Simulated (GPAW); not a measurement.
# Ballistic transport through N2 in line between two C chains, cheap and dear, part 2 of 2

Aim: T(E), conductance and thermopower of N2 in line between two C chains, and what cheaper settings cost in accuracy.

GPAW 26.7.0; GPAW LCAO, PAW setups; Landauer transmission from Green's functions with principal layers (ASE), zero bias.

So far, transmission at the Fermi level (one spin): step 2 (GPAW, dzp, PBE, GPAW) 1.96; step 3 (basis szp(dzp), PBE, GPAW) 1.95; step 4 (basis sz(dzp), PBE, GPAW) 1.96; step 5 (RPBE) 1.96. Also open channels of the lead at the Fermi level (one spin): 2 in steps 2, 3 and 4.

### Step 7. Comparison

The curves are compared point by point over the common energies.

This step: comparison of transmission and cost over codes and levels (GPAW 26.7.0).

Ladder, by row:

```tsv
step	code	T at the Fermi level (sum over the listed spins)	conductance (G0)	r.m.s. T(E) from the first	wall time (s)	peak memory (GiB)	threads
dzp	GPAW	1.963	1.963	0	58.93	0.82	1
szp	GPAW	1.954	1.954	0.0147	46.43	0.81	1
sz	GPAW	1.961	1.961	0.007765	32.65	0.76	1
dzp-RPBE	GPAW	1.963	1.963	4.75e-4	56.41	0.82	1
```

Table of transmission, zone mean, sum over the listed spins by energy, zero at the Fermi level:

```tsv
energy (eV)	dzp = dzp-RPBE	szp	sz
-2.00	1.99	1.98	1.98
-1.90	1.99	1.98	1.98
-1.80	1.99	1.98	1.98
-1.70	1.99	1.98	1.98
-1.55	1.99	1.98	1.98
-1.45	1.99	1.98	1.98
-1.35	1.98	1.98	1.98
-1.25	1.98	1.98	1.98
-1.15	1.98	1.97	1.98
-1.05	1.98	1.97	1.98
-0.90	1.98	1.97	1.98
-0.80	1.98	1.97	1.98
-0.70	1.98	1.97	1.98
-0.60	1.98	1.97	1.98
-0.50	1.97	1.97	1.97
-0.40	1.97	1.96	1.97
-0.25	1.97	1.96	1.97
-0.15	1.97	1.96	1.97
-0.05	1.96	1.96	1.96
0.00	1.96	1.95	1.96
0.05	1.96	1.95	1.96
0.15	1.96	1.95	1.96
0.25	1.96	1.94	1.95
0.40	1.95	1.94	1.95
0.50	1.95	1.93	1.94
0.60	1.94	1.93	1.94
0.70	1.94	1.93	1.93
0.80	1.94	1.92	1.93
0.90	1.93	1.92	1.92
1.05	1.92	1.91	1.92
1.15	1.92	1.90	1.91
1.25	1.92	1.90	1.90
1.35	1.91	1.89	1.90
1.45	1.90	1.88	1.89
1.55	1.90	1.88	1.89
1.70	1.89	1.87	1.88
1.80	1.89	1.86	1.87
1.90	1.88	1.85	1.86
2.00	1.87	1.84	1.85
```

### Step 8. Density threshold 0.01

The Hamiltonian is taken from the last density. The density threshold is one of the tests that end the cycle; the energy must settle too, so a loose value may not be the test that decides.

This step: GPAW LCAO, PAW setups; Landauer transmission from Green's functions with principal layers (ASE), zero bias (GPAW 26.7.0).

Input file run.py:

```python
import json
import numpy as np
from ase import Atoms
from ase.transport.calculators import TransportCalculator
from gpaw import GPAW, FermiDirac
from gpaw.lcao.tools import get_lcao_hamiltonian
from scipy.linalg import eigh

# The junction with lead layers at both ends, along the third cell vector
device = Atoms(
    ['C', 'C', 'C', 'C', 'C', 'C', 'N', 'N', 'C', 'C', 'C', 'C', 'C', 'C'],
    positions=[
        [4.50000, 4.50000, 0.64000],
        [4.50000, 4.50000, 1.92000],
        [4.50000, 4.50000, 3.20000],
        [4.50000, 4.50000, 4.48000],
        [4.50000, 4.50000, 5.76000],
        [4.50000, 4.50000, 7.04000],
        [4.50000, 4.50000, 8.29590],
        [4.50000, 4.50000, 9.43590],
        [4.50000, 4.50000, 10.69180],
        [4.50000, 4.50000, 11.97180],
        [4.50000, 4.50000, 13.25180],
        [4.50000, 4.50000, 14.53180],
        [4.50000, 4.50000, 15.81180],
        [4.50000, 4.50000, 17.09180]],
    cell=[[9.0, 0.0, 0.0], [0.0, 9.0, 0.0], [0.0, 0.0, 17.7318]],
    pbc=True)

# One principal layer of the lead: the first 4 atoms of the device
lead = Atoms(
    ['C', 'C', 'C', 'C'],
    positions=[
        [4.50000, 4.50000, 0.64000],
        [4.50000, 4.50000, 1.92000],
        [4.50000, 4.50000, 3.20000],
        [4.50000, 4.50000, 4.48000]],
    cell=[[9.0, 0.0, 0.0], [0.0, 9.0, 0.0], [0.0, 0.0, 5.12]],
    pbc=True)

settings = dict(mode='lcao', basis='dzp', xc='PBE', h=0.18,
                occupations=FermiDirac(0.1), maxiter=250,
                mixer=dict(beta=0.1, nmaxold=8, weight=100.0),
                convergence=dict(density=0.01))
energies = np.arange(-2, 2 + 1e-9, 0.05)
eta = 0.0001
n1, n2 = 1, 1
# k and -k transmit alike, so half of the mesh across the current serves
mesh = [(i, j) for i in range(n1) for j in range(n2) if (i, j) <= (-i % n1, -j % n2)]
weights = np.array([1 if (i, j) == (-i % n1, -j % n2) else 2 for i, j in mesh]) / (n1 * n2)


def ground_state(atoms, size, txt):
    atoms.calc = GPAW(kpts={'size': size, 'gamma': True}, symmetry={'tolerance': 1e-3}, txt=txt, **settings)
    atoms.get_potential_energy()
    return atoms.calc.get_fermi_level()


def blocks(atoms, fermi, points, nz, cells):
    """H - E_F S and S between cell 0 and the cells above it, at each point across the current."""
    kz = np.arange(nz) / nz
    calc = atoms.calc.fixed_density(kpts=[(*k, z) for k in points for z in kz], symmetry='off', txt=None)
    H, S = get_lcao_hamiltonian(calc)
    H = (H - fermi * S).reshape(len(H), len(points), nz, *S.shape[1:])
    S = S.reshape(H.shape[1:])
    phases = [np.exp(-2j * np.pi * kz * R) / nz for R in cells]
    return [(np.einsum('skzij,z->ksij', H, p), np.einsum('kzij,z->kij', S, p)) for p in phases]


def pair(a, b):
    return np.block([[a, b], [b.T.conj(), a]])


def count_channels(h, s, cells, nk=240):
    """Half the number of times that the lead's bands cross each energy, unfolded to its shortest repeat."""
    b = len(h) // cells
    bands = []
    for k in (np.arange(nk + 1) + 0.5) / nk:
        hk, sk = h[:b, :b].copy(), s[:b, :b].copy()
        for R in range(1, cells):
            phase, block = np.exp(2j * np.pi * k * R), slice(R * b, (R + 1) * b)
            hk += h[:b, block] * phase + (h[:b, block] * phase).T.conj()
            sk += s[:b, block] * phase + (s[:b, block] * phase).T.conj()
        bands.append(eigh(hk, sk, eigvals_only=True))
    below = np.array(bands)[:, :, None] < energies
    return (below[1:] != below[:-1]).sum((0, 1)) / 2


fermi_lead = ground_state(lead, (1, 1, 22), 'lead.txt')
fermi_device = ground_state(device, (1, 1, 4), 'device.txt')
T, channels, eigen, tail, misfit, shifts = [], [], [], 0.0, 0.0, []
for first in range(0, len(mesh), 566):
    points = [(i / n1, j / n2) for i, j in mesh[first:first + 566]]
    (H0k, S0k), (H1k, S1k), (H2k, _) = blocks(lead, fermi_lead, points, 5, range(3))
    [(Hk, Sk)] = blocks(device, fermi_device, points, 2, [0])
    tail = max(tail, abs(H2k).max())
    for H0, S0, H1, S1, H, S in zip(H0k, S0k, H1k, S1k, Hk, Sk):
        n = len(S0)
        # Shift the lead onto the potential of the device's first layer
        shift = ((H[:, 0, 0] - H0[:, 0, 0]) / S0[0, 0]).real.mean()
        shifts.append(shift)
        misfit = max(misfit, abs(H[:, :n, :n] - H0 - shift * S0).max())
        Tk, Ck, Ek = [], [], []
        for s in range(len(H)):
            t = s % len(H0)  # a lead without moments serves both spins
            h1, s1 = pair(H0[t] + shift * S0, H1[t] + shift * S1), pair(S0, S1)
            leads = dict(h1=h1, s1=s1, energies=energies, eta=eta, eta1=eta, eta2=eta)
            calc = TransportCalculator(h=H[s], s=S, eigenchannels=3, **leads)
            Tk.append(calc.get_transmission())
            Ek.append(np.sort(calc.eigenchannels_ne, axis=0)[::-1])
            Ck.append(count_channels(h1, s1, 8))
        T.append(Tk)
        channels.append(Ck)
        eigen.append(Ek)
T, channels = np.array(T), np.array(channels)
mean, open_channels = np.einsum('kse,k->se', T, weights), np.einsum('kse,k->se', channels, weights)

print(f'basis functions: device {len(S)}, principal layer {n}')
print(f'Fermi level: lead {fermi_lead:.4f} eV, device {fermi_device:.4f} eV; lead shifted by {np.mean(shifts):.4f} eV')
print(f'largest coupling past the next layer {tail:.2e} eV, largest misfit of the first layer {misfit:.3f} eV')
print('  E-E_F (eV)   ' + 'T (one spin)  channels')
for e, t, c in zip(energies, mean.T, open_channels.T):
    print(f'{e:10.3f}  ', *[f'{x:11.4e}' for x in t], *[f'{x:9.4f}' for x in c])

kT = 8.617333e-5 * 500
fine = np.linspace(energies[0], energies[-1], 4001)
both = np.exp(np.interp(fine, energies, np.log(np.maximum(mean.sum(0) * 2 / len(mean), 1e-30))))
fermi = lambda mu: 1 / (1 + np.exp(np.clip((fine - mu) / kT, -200, 200)))
slope = fermi(0) * (1 - fermi(0)) / kT
G = np.trapezoid(both * slope, fine) / 2
seebeck = -np.trapezoid(both * slope * fine, fine) / (2 * G * 500) * 1e6
print(f'conductance at 500 K: {G:.5g} G0 a cell; thermopower {seebeck:.4g} uV/K')
bias = [0.1, 0.2, 0.5, 1.0, 1.5, 2.0]
current = [38.74 * np.trapezoid(both * (fermi(V / 2) - fermi(-V / 2)), fine) for V in bias]
for V, I in zip(bias, current):
    print(f'current from the zero-bias T(E) at {V} V: {I:.5g} uA')
zero = abs(energies).argmin()
json.dump(dict(energies=energies.tolist(), T=mean.tolist(), channels=open_channels.tolist(), G=G, seebeck=seebeck,
               bias=bias, current=current, tail=tail, misfit=misfit, shift=np.mean(shifts), n_device=len(S), n_lead=n,
               fermi=[fermi_lead, fermi_device], energy=device.get_potential_energy(),
               moments=device.get_magnetic_moments().tolist(), mesh=mesh, weights=weights.tolist(),
               T_k=T[:, :, zero].tolist(), eigen=np.array(eigen[0]).tolist()), open('result.json', 'w'))
```

The run is started by

```sh
$ OMP_NUM_THREADS=1 OPENBLAS_NUM_THREADS=1 python run.py
```

The log of the run:

```text
basis functions: device 182, principal layer 52
Fermi level: lead -4.2223 eV, device -3.7483 eV; lead shifted by -0.0552 eV
largest coupling past the next layer 1.00e-04 eV, largest misfit of the first layer 0.089 eV
  E-E_F (eV)   T (one spin)  channels
    -2.000    1.9897e+00    2.0000
    -1.950    1.9895e+00    2.0000
    -1.900    1.9892e+00    2.0000
    -1.850    1.9889e+00    2.0000
    -1.800    1.9886e+00    2.0000
    -1.750    1.9883e+00    2.0000
    -1.700    1.9880e+00    2.0000
    -1.650    1.9877e+00    2.0000
    -1.600    1.9874e+00    2.0000
    -1.550    1.9871e+00    2.0000
    -1.500    1.9868e+00    2.0000
    -1.450    1.9864e+00    2.0000
    -1.400    1.9861e+00    2.0000
    -1.350    1.9857e+00    2.0000
    -1.300    1.9853e+00    2.0000
    -1.250    1.9848e+00    2.0000
[...]
1.650    1.8969e+00    2.0000
     1.700    1.8942e+00    2.0000
     1.750    1.8914e+00    2.0000
     1.800    1.8885e+00    2.0000
     1.850    1.8857e+00    2.0000
     1.900    1.8827e+00    2.0000
     1.950    1.8798e+00    2.0000
     2.000    1.8767e+00    2.0000
conductance at 500 K: 1.9636 G0 a cell; thermopower 0.1662 uV/K
current from the zero-bias T(E) at 0.1 V: 15.214 uA
current from the zero-bias T(E) at 0.2 V: 30.428 uA
current from the zero-bias T(E) at 0.5 V: 76.065 uA
current from the zero-bias T(E) at 1.0 V: 152.09 uA
current from the zero-bias T(E) at 1.5 V: 228.03 uA
current from the zero-bias T(E) at 2.0 V: 303.86 uA
```

Elapsed: 46 s, on 1 thread of Arm Neoverse N1, shared host; peak memory 0.82 GiB.

The run finished with changed settings (conv = 0.01); it serves as a test.

Side by side:

```tsv
quantity	this run	sound run	difference
conductance (G₀)	1.9636	1.9634	2.0e-4
largest coupling past the next principal layer (eV)	1.004e-4	1.004e-4	-7.1e-11
largest misfit of the first principal layer (eV)	0.088973	0.11101	-0.0220
shift that aligns the lead (eV)	-0.055230	-0.034656	-0.0206
transmission at the Fermi level (one spin)	1.9637	1.9635	2.1e-4
```

### Step 9. Another change of settings

A last run, with other settings again.

run.py: that of step 8 with these lines changed.

```diff
@@ -41,5 +41,5 @@
 settings = dict(mode='lcao', basis='dzp', xc='PBE', h=0.18,
-                occupations=FermiDirac(0.1), maxiter=250,
+                occupations=FermiDirac(1.0), maxiter=100,
                 mixer=dict(beta=0.1, nmaxold=8, weight=100.0),
-                convergence=dict(density=0.01))
+                convergence=dict(density=0.0001))
 energies = np.arange(-2, 2 + 1e-9, 0.05)
```

The log of the run:

```text
basis functions: device 182, principal layer 52
Fermi level: lead -4.0401 eV, device -3.5887 eV; lead shifted by -0.0341 eV
largest coupling past the next layer 1.00e-04 eV, largest misfit of the first layer 0.098 eV
  E-E_F (eV)   T (one spin)  channels
    -2.000    1.9913e+00    2.0000
    -1.950    1.9908e+00    2.0000
    -1.900    1.9904e+00    2.0000
    -1.850    1.9900e+00    2.0000
    -1.800    1.9896e+00    2.0000
    -1.750    1.9891e+00    2.0000
    -1.700    1.9886e+00    2.0000
    -1.650    1.9881e+00    2.0000
    -1.600    1.9876e+00    2.0000
    -1.550    1.9871e+00    2.0000
    -1.500    1.9866e+00    2.0000
    -1.450    1.9860e+00    2.0000
    -1.400    1.9854e+00    2.0000
    -1.350    1.9848e+00    2.0000
    -1.300    1.9842e+00    2.0000
    -1.250    1.9835e+00    2.0000
[...]
1.650    1.8944e+00    2.0000
     1.700    1.8920e+00    2.0000
     1.750    1.8895e+00    2.0000
     1.800    1.8870e+00    2.0000
     1.850    1.8845e+00    2.0000
     1.900    1.8819e+00    2.0000
     1.950    1.8792e+00    2.0000
     2.000    1.8765e+00    2.0000
conductance at 500 K: 1.957 G0 a cell; thermopower 0.1817 uV/K
current from the zero-bias T(E) at 0.1 V: 15.163 uA
current from the zero-bias T(E) at 0.2 V: 30.325 uA
current from the zero-bias T(E) at 0.5 V: 75.808 uA
current from the zero-bias T(E) at 1.0 V: 151.59 uA
current from the zero-bias T(E) at 1.5 V: 227.31 uA
current from the zero-bias T(E) at 2.0 V: 302.95 uA
```

It took 56 s on 1 thread; peak memory 0.82 GiB.

The run finished. A setting was moved off its sound value on purpose, so it serves as a test and not as the result.

The fault put into the input: a smearing of electronvolts (width = 1.0).

Side by side:

```tsv
quantity	this run	sound run	difference
conductance (G₀)	1.9570	1.9634	-0.00647
largest coupling past the next principal layer (eV)	1.004e-4	1.004e-4	5.8e-8
largest misfit of the first principal layer (eV)	0.097592	0.11101	-0.0134
shift that aligns the lead (eV)	-0.034113	-0.034656	5.4e-4
transmission at the Fermi level (one spin)	1.9570	1.9635	-0.00648
```

### Step 10. What came out

```json
{
  "conductance": "1.96 G₀",
  "transmission at the Fermi level, mean of the spins": "1.96",
  "thermopower": "about 0 (under 1.5 μV/K)",
  "open channels of the lead there": "2"
}
```

In words: In the dzp basis the junction conducts 1.96 G₀ at 500 K, with T = 1.96 a spin at the Fermi level; the sz basis reaches that conductance within 10 %. The junction passes nearly all that the lead offers at the Fermi level. At the Fermi level two eigenchannels carry the current (0.98 and 0.98). Measured against the first run (dzp), the nearest curve is that of dzp-RPBE (r.m.s. 4.8e-4) and the farthest that of szp (0.015). Over the compared runs wall time goes from 33 s (sz) to 59 s (dzp), on a shared host. The geometry was built from estimated bond lengths and not relaxed, so the numbers describe this model structure. An evenly spaced straight chain is an idealisation: free chains tend to dimerise, zigzag or, where a band edge lies near the Fermi level, turn magnetic. The currents use the zero-bias T(E) throughout, which holds only while the bias is small against the distance to the nearest feature.

[Logs are printed without paths, hosts, clocks, repeated set-up lines and the standing remarks that a program may print on its own settings, such as how far it seeks lower states.]

[Hosts, paths, dates, database ids (printed as entryN), source tags and the programs' standing remarks are cut or masked in the printed files.]
